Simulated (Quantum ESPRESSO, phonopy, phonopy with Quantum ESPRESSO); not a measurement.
# Grüneisen parameters and expansion of BP (F-43m), part 2 of 2

Wanted: mode Grüneisen parameters of BP and a free-energy fit over volumes.

Measurements to reproduce:
- volume expansion coefficient 9.6 1e-6/K near room temperature (given in “Thermal expansion coefficients of high thermal conducting BAs and BP materials (three times its linear coefficient)”, 2019, arxiv:1906.04101)

Quantum ESPRESSO 7.5; DFT LDA, scalar-relativistic, plane waves, GBRV ultrasoft pseudopotentials.

So far. Step 16 (Lattice dynamics at this volume, V/V0 0.985): The time given is that of the 2 pw.x runs on displaced cells behind this step. Step 17 (Ground state at this cell, V/V0 1.03): The run ends at a pressure of -5.07 GPa.

## 18. Born charges and dielectric tensor

ph.in

```
phonons
 &inputph
    prefix='x',
    outdir='./tmp',
    fildyn='x.dyn',
    tr2_ph=1.0d-18,
    epsil=.true.,
 /
0.000000000 0.000000000 0.000000000
```

scf.in

```
 &control
    calculation='scf',
    prefix='x',
    outdir='./tmp',
    pseudo_dir='./pseudo',
    tprnfor=.true.,
    tstress=.true.,
 /
 &system
    ibrav=0,
    nat=2,
    ntyp=2,
    ecutwfc=30.0,
    ecutrho=180.0,
    occupations='fixed',
    nbnd=6,
 /
 &electrons
    conv_thr=1.0d-12,
    mixing_beta=0.7,
    electron_maxstep=100,
 /
ATOMIC_SPECIES
 B      10.8100  B.upf
 P      30.9738  P.upf
CELL_PARAMETERS angstrom
     0.000000000    2.266013990    2.266013990
     2.266013990    0.000000000    2.266013990
     2.266013990    2.266013990    0.000000000
ATOMIC_POSITIONS crystal
 B      0.000000000   0.000000000   0.000000000
 P      0.250000000   0.250000000   0.250000000
K_POINTS automatic
 12 12 12 0 0 0
```

Run with:

```console
$ OMP_NUM_THREADS=1 mpirun -n 4 ph.x -nk 4 -in ph.in > ph.out
```

It took 40 s on 4 MPI ranks of Intel Xeon Platinum 8175M at 2.50GHz (Skylake/Cascade Lake), shared host; 2.7 min of CPU time.

The Born charges sum to zero within 0.0036 e; the rest is removed before use. Acoustic frequencies in this log differ from zero by the error of the sum rule, which ph.x does not impose.

## 19. Forces on a displaced cell

System of this step: BP. The cell holds 54 atoms: 27 B and 27 P. Its edges and angles: a = 9.614 Å, b = 9.614 Å, c = 9.614 Å, α = 60.0°, β = 60.0°, γ = 60.0°. It derives from BP, repeated 3×3×3.

disp-00001.in

```
 &control
    calculation='scf',
    prefix='x',
    outdir='./tmp',
    pseudo_dir='./pseudo',
    tprnfor=.true.,
    disk_io='none',
 /
 &system
    ibrav=0,
    nat=54,
    ntyp=2,
    ecutwfc=30.0,
    ecutrho=180.0,
    occupations='fixed',
    nbnd=110,
 /
 &electrons
    conv_thr=1.0d-11,
    mixing_beta=0.7,
    electron_maxstep=100,
 /
ATOMIC_SPECIES
 B      10.8100  B.upf
 P      30.9738  P.upf
CELL_PARAMETERS angstrom
     0.000000000    6.798041970    6.798041970
     6.798041970    0.000000000    6.798041970
     6.798041970    6.798041970    0.000000000
ATOMIC_POSITIONS crystal
 B      0.002080325   0.000000000   0.000000000
 B      0.333333333   0.000000000   0.000000000
 B      0.666666667   0.000000000   0.000000000
 B      0.000000000   0.333333333   0.000000000
 B      0.333333333   0.333333333   0.000000000
 B      0.666666667   0.333333333   0.000000000
 B      0.000000000   0.666666667   0.000000000
 B      0.333333333   0.666666667   0.000000000
[... 42 atom lines left out ...]
 P      0.750000000   0.416666667   0.750000000
 P      0.083333333   0.750000000   0.750000000
 P      0.416666667   0.750000000   0.750000000
 P      0.750000000   0.750000000   0.750000000
K_POINTS automatic
 3 3 3 0 0 0
```

Run with:

```console
$ OMP_NUM_THREADS=1 mpirun -n 2 pw.x -nk 2 -in disp-00001.in > disp-00001.out
```

The job ended after 10 min (2 MPI ranks; 21 min of CPU time).

## 20. Lattice dynamics at this volume, V/V0 1.03

This step: DFT LDA, scalar-relativistic, plane waves, GBRV ultrasoft pseudopotentials (phonopy with Quantum ESPRESSO 4.10.0 / 7.5).

Run time: 10 min. Hardware: 4 threads.

No mode is imaginary beyond numerical noise along the path. The highest zone-centre mode (no LO–TO term) moved by -3.0 % for a volume change of +3.0 %.

The time given is that of the 2 pw.x runs on displaced cells behind this step.

## 21. Self-consistent run, V/V0 0.97

This step: DFT LDA, scalar-relativistic, plane waves, GBRV ultrasoft pseudopotentials (Quantum ESPRESSO 7.5).

System of this step: BP. Symmetry: F-43m, No. 216, cubic system. The conventional cell has a = 4.442 Å, b = 4.442 Å, c = 4.442 Å, α = 90.00°, β = 90.00°, γ = 90.00°. Nearest to B lie 4 P at 1.92 Å. P has 4 B at 1.92 Å nearest. Farther neighbours are not listed.

Changes to scf.in since step 18:

```diff
@@ -26,5 +26,5 @@
 CELL_PARAMETERS angstrom
-     0.000000000    2.266013990    2.266013990
-     2.266013990    0.000000000    2.266013990
-     2.266013990    2.266013990    0.000000000
+     0.000000000    2.221130573    2.221130573
+     2.221130573    0.000000000    2.221130573
+     2.221130573    2.221130573    0.000000000
 ATOMIC_POSITIONS crystal
```

Run with:

```console
$ OMP_NUM_THREADS=1 mpirun -n 4 pw.x -nk 4 -in scf.in > scf.out
```

It took 4.2 s on 4 MPI ranks; 16 s of CPU time.

The run ends at a pressure of 5.55 GPa.

## 22. Born charges and dielectric tensor

ph.in is that of step 18.

scf.in is that of step 21.

Run with:

```console
$ OMP_NUM_THREADS=1 mpirun -n 4 ph.x -nk 4 -in ph.in > ph.out
```

Elapsed: 39 s, on 4 MPI ranks; 2.6 min of CPU time.

ε∞:

```
9.21 0.00 0.00
0.00 9.21 0.00
0.00 0.00 9.21
```

The Born charges sum to zero within 0.0039 e; the rest is removed before use. Acoustic frequencies in this log differ from zero by the error of the sum rule, which ph.x does not impose.

## 23. A displaced supercell

System of this step: BP. The cell holds 54 atoms: 27 B and 27 P. Its edges and angles: a = 9.423 Å, b = 9.423 Å, c = 9.423 Å, α = 60.0°, β = 60.0°, γ = 60.0°. It derives from BP, repeated 3×3×3.

Changes to disp-00001.in since step 19:

```diff
@@ -26,7 +26,7 @@
 CELL_PARAMETERS angstrom
-     0.000000000    6.798041970    6.798041970
-     6.798041970    0.000000000    6.798041970
-     6.798041970    6.798041970    0.000000000
+     0.000000000    6.663391718    6.663391718
+     6.663391718    0.000000000    6.663391718
+     6.663391718    6.663391718    0.000000000
 ATOMIC_POSITIONS crystal
- B      0.002080325   0.000000000   0.000000000
+ B      0.002122363   0.000000000   0.000000000
  B      0.333333333   0.000000000   0.000000000
```

Run with:

```console
$ OMP_NUM_THREADS=1 mpirun -n 2 pw.x -nk 2 -in disp-00001.in > disp-00001.out
```

It took 9.1 min on 2 MPI ranks; 18 min of CPU time.

## 24. Phonons, V/V0 0.97

This step: DFT LDA, scalar-relativistic, plane waves, GBRV ultrasoft pseudopotentials (phonopy with Quantum ESPRESSO 4.10.0 / 7.5).

Run time: 9.1 min. Hardware: 4 threads; 36 min of CPU time.

No mode is imaginary beyond numerical noise along the path. The highest zone-centre mode (no LO–TO term) moved by +3.1 % for a volume change of -3.0 %.

The time given is that of the 2 pw.x runs on displaced cells behind this step.

## 25. Ground state at this cell, V/V0 1.05

This step: DFT LDA, scalar-relativistic, plane waves, GBRV ultrasoft pseudopotentials (Quantum ESPRESSO 7.5).

System of this step: BP. The structure is cubic, space group F-43m (No. 216). The conventional cell has a = 4.561 Å, b = 4.561 Å, c = 4.561 Å, α = 90.00°, β = 90.00°, γ = 90.00°. Nearest to B lie 4 P at 1.98 Å. Nearest to P lie 4 B at 1.98 Å. Farther neighbours are not listed.

Changes to scf.in since step 22:

```diff
@@ -26,5 +26,5 @@
 CELL_PARAMETERS angstrom
-     0.000000000    2.221130573    2.221130573
-     2.221130573    0.000000000    2.221130573
-     2.221130573    2.221130573    0.000000000
+     0.000000000    2.280586828    2.280586828
+     2.280586828    0.000000000    2.280586828
+     2.280586828    2.280586828    0.000000000
 ATOMIC_POSITIONS crystal
```

Run with:

```console
$ OMP_NUM_THREADS=1 mpirun -n 4 pw.x -nk 4 -in scf.in > scf.out
```

It took 4.5 s on 4 MPI ranks; 17 s of CPU time.

The run ends at a pressure of -7.99 GPa.

## 26. Zone-centre response

ph.in is that of step 22.

scf.in is that of step 25.

Run with:

```console
$ OMP_NUM_THREADS=1 mpirun -n 4 ph.x -nk 4 -in ph.in > ph.out
```

The job ended after 45 s (4 MPI ranks).

ε∞:

```
9.24 0.00 0.00
0.00 9.24 0.00
0.00 0.00 9.24
```

The Born charges sum to zero within 0.0035 e; the rest is removed before use. Acoustic frequencies in this log differ from zero by the error of the sum rule, which ph.x does not impose.

## 27. Forces on a displaced cell

System of this step: BP. The cell holds 54 atoms: 27 B and 27 P. Cell: a = 9.676 Å, b = 9.676 Å, c = 9.676 Å, α = 60.0°, β = 60.0°, γ = 60.0°. It derives from BP, repeated 3×3×3.

Changes to disp-00001.in since step 23:

```diff
@@ -26,7 +26,7 @@
 CELL_PARAMETERS angstrom
-     0.000000000    6.663391718    6.663391718
-     6.663391718    0.000000000    6.663391718
-     6.663391718    6.663391718    0.000000000
+     0.000000000    6.841760484    6.841760484
+     6.841760484    0.000000000    6.841760484
+     6.841760484    6.841760484    0.000000000
 ATOMIC_POSITIONS crystal
- B      0.002122363   0.000000000   0.000000000
+ B      0.002067032   0.000000000   0.000000000
  B      0.333333333   0.000000000   0.000000000
```

Run with:

```console
$ OMP_NUM_THREADS=1 mpirun -n 2 pw.x -nk 2 -in disp-00001.in > disp-00001.out
```

Elapsed: 10 min, on 2 MPI ranks.

## 28. Phonons, V/V0 1.05

This step: DFT LDA, scalar-relativistic, plane waves, GBRV ultrasoft pseudopotentials (phonopy with Quantum ESPRESSO 4.10.0 / 7.5).

Elapsed: 10 min, on 4 threads; 40 min of CPU time.

No mode is imaginary beyond numerical noise along the path. The highest zone-centre mode (no LO–TO term) moved by -4.9 % for a volume change of +5.0 %.

The time given is that of the 2 pw.x runs on displaced cells behind this step.

## 29. How the modes move with volume

This step: DFT LDA, scalar-relativistic, plane waves, GBRV ultrasoft pseudopotentials (phonopy 4.10.0).

Numbers from this step:

| Property | Result |
| --- | --- |
| share of modes with a negative Grüneisen parameter | 0.081 |

Mean Grüneisen, by row:

```csv
T (K),heat-capacity-weighted mean,root mean square
50,0.205,0.326
100,0.259,0.417
200,0.503,0.689
300,0.655,0.826
500,0.762,0.912
800,0.804,0.943
```

Table of mean mode Grueneisen parameter by wavenumber:

```csv
wavenumber (cm⁻¹),mean mode Grueneisen parameter
14,-
42,0.178
97,0.387
125,0.199
180,0.212
208,0.164
236,0.0822
291,0.174
319,0.253
347,0.427
402,0.568
430,0.897
486,0.923
513,0.947
541,0.918
597,-
624,-
652,-
708,1.3
735,1.33
791,1.16
819,1.17
```

Volume series, by row:

```csv
V/V0,V (Å³/atom),pressure (GPa),E - E0 (meV/atom),gap (eV),zero-point energy (meV/atom),lowest on the path (cm⁻¹),highest at Gamma without the LO-TO term (cm⁻¹)
0.97,10.96,5.55,7.546,1.099,106.3,0,849.6
0.985,11.13,2.604,2.244,1.118,104.7,0,836.5
1,11.3,-0.139,0,1.137,103.1,0,823.9
1.015,11.47,-2.693,0.589,1.155,101.5,0,811.5
1.03,11.64,-5.069,3.724,1.173,100,0,799.5
1.05,11.86,-7.988,11.8,1.199,98.06,0,783.9
```

Table of optical frequency at Gamma without the LO-TO term, mode 4 by V/V0:

```csv
V/V0,"optical frequency at Gamma without the LO-TO term, mode 4 (cm⁻¹)"
0.9700,850
0.9850,837
1.0000,824
1.0150,812
1.0300,799
1.0500,784
```

Grüneisen at points, by row:

```csv
point,branch,frequency (cm⁻¹),mode Grüneisen parameter
Γ,4,823.9,1.01
Γ,6,831,1.09
X,1,309.2,-0.09
X,3,533.4,0.92
X,4,720.7,1.52
X,6,803.7,1.06
U,1,302.1,-0.08
U,2,402,0.4
U,3,481.8,0.9
U,4,698.2,1.35
U,5,733.7,1.42
U,6,808.2,1.25
K,1,302.1,-0.08
K,2,402,0.4
K,3,481.8,0.9
K,4,698.2,1.35
K,5,733.7,1.42
K,6,808.2,1.25
L,1,222.9,-0.19
L,3,514.8,1.06
L,4,777.1,1.09
L,5,780.9,1.22
W,1,353.4,0.33
W,2,401.4,0.17
W,3,457.6,0.99
W,4,701.3,1.2
W,5,724.8,1.52
W,6,805.5,1.31
```

The printed pressures lie 0.88 GPa below −dE/dV of the same runs on average, in a series that spans 14 GPa: energy and stress disagree, as they do when the basis is incomplete, so the pressures are not converged.

## 30. Free-energy fit

This step gave:

```
volume expansion coefficient at 300 K : 8.39 1e-6/K
isothermal bulk modulus at 300 K      : 170.7 GPa
C_P at 300 K                          : 14.62 J/mol-atom/K
Grüneisen parameter at 300 K          : 0.677
```

The energy (each curve on its own zero) by volume; values in meV/atom:

```csv
volume (Å³/atom),static,F at 0 K,F at 300 K,F at 900 K
10.958,7.55,11.6,11.9,15.7
11.127,2.24,4.63,4.88,7.2
11.297,0,0.81,0.91,1.76
11.466,0.59,-0.15,-0.21,-0.84
11.636,3.72,1.47,1.25,-0.89
11.861,11.8,7.59,7.14,2.97
```

Phonopy-qha, vinet fit of F(V) at each temperature; no electronic free energy. Qha vinet, by row:

```csv
T (K),fitted volume (Å³/atom),alpha_V (1e-6/K),B_T (GPa),C_P (J/mol-atom/K),Grueneisen
100,11.44,0.77,171.8,2.996,0.3019
150,11.44,2.22,171.6,6.298,0.4165
200,11.45,4.25,171.4,9.462,0.5308
250,11.45,6.42,171.1,12.28,0.617
300,11.45,8.39,170.7,14.62,0.6766
350,11.46,10.06,170.3,16.51,0.7174
400,11.46,11.42,169.8,18,0.7459
450,11.47,12.52,169.3,19.18,0.7665
500,11.48,13.41,168.8,20.12,0.7818
550,11.49,14.14,168.3,20.88,0.7934
600,11.49,14.74,167.8,21.49,0.8025
650,11.5,15.25,167.2,21.99,0.8099
700,11.51,15.68,166.7,22.41,0.8159
750,11.52,16.04,166.2,22.76,0.8209
800,11.53,16.36,165.6,23.05,0.8251
850,11.54,16.64,165.1,23.31,0.8288
```

Table of volume expansion coefficient, phonopy-qha, Vinet by temperature:

```csv
temperature (K),"volume expansion coefficient, phonopy-qha, Vinet (1e-6/K)"
75,0.34
100,0.77
125,1.4
150,2.22
175,3.19
225,5.35
250,6.42
275,7.44
300,8.39
325,9.27
350,10.1
375,10.8
400,11.4
425,12
450,12.5
500,13.4
525,13.8
550,14.1
575,14.5
600,14.7
625,15.0
650,15.2
675,15.5
700,15.7
725,15.9
775,16.2
800,16.4
825,16.5
850,16.6
875,16.8
```

The fit gives a volume expansion of 8.39 × 10⁻⁶/K at 300 K.

## 31. Results

```yaml
volume_expansion_coefficient_at_300_k: 8.39 1e-6/K
isothermal_bulk_modulus_at_300_k: 170.7 GPa
c_p_at_300_k: 14.62 J/mol-atom/K
grueneisen_parameter_at_300_k: 0.677
mean_mode_grueneisen_parameter_at_300_k: 0.655
```

Near room temperature BP expands by 8.39 × 10⁻⁶/K in volume by LDA, with C_P = 14.6 J/(mol K) per mole of atoms and B_T = 171 GPa. C_P at room temperature is 59 % of the classical 3R an atom, so the stiffest modes are still partly frozen out. A measured volume expansion coefficient near room temperature is 9.6 1e-6/K (arxiv:1906.04101); the calculated 8.39 1e-6/K differs by -13 %. The heat-capacity-weighted Grüneisen parameter goes from 0.205 at 50 K to 0.804 at 800 K; 8 % of the modes stiffen on expansion. Weighting γ by the density of states and each mode's heat capacity at 300 K, modes below 280 cm⁻¹ give about 5 % of the sum of γC that drives the expansion, those up to 560 cm⁻¹ 37 % and the rest 58 %. Among the labelled points γ is largest for branch 4 at X (721 cm⁻¹, 1.5) and most negative for branch 1 at L (223 cm⁻¹, -0.19). The printed pressures lie 0.88 GPa below −dE/dV of the same runs on average, in a series that spans 14 GPa: energy and stress disagree, as they do when the basis is incomplete, so the pressures are not converged. The supercell is 7.9 Å across at its narrowest and was not tested against a larger one: only its own wavevectors are exact, and acoustic branches between them, with the entropy at low temperature, can be off.

[Logs are printed without paths, hosts, clocks, repeated set-up lines and the standing remarks that a program may print on its own settings, such as how far it seeks lower states.]

[Hosts, paths, dates, database ids (printed as entryN), source tags and the programs' standing remarks are cut or masked in the printed files.]

[A step with changed settings may run another functional than the one named; its input shows which.]

[Of the runs on displaced cells, only some may be shown.]
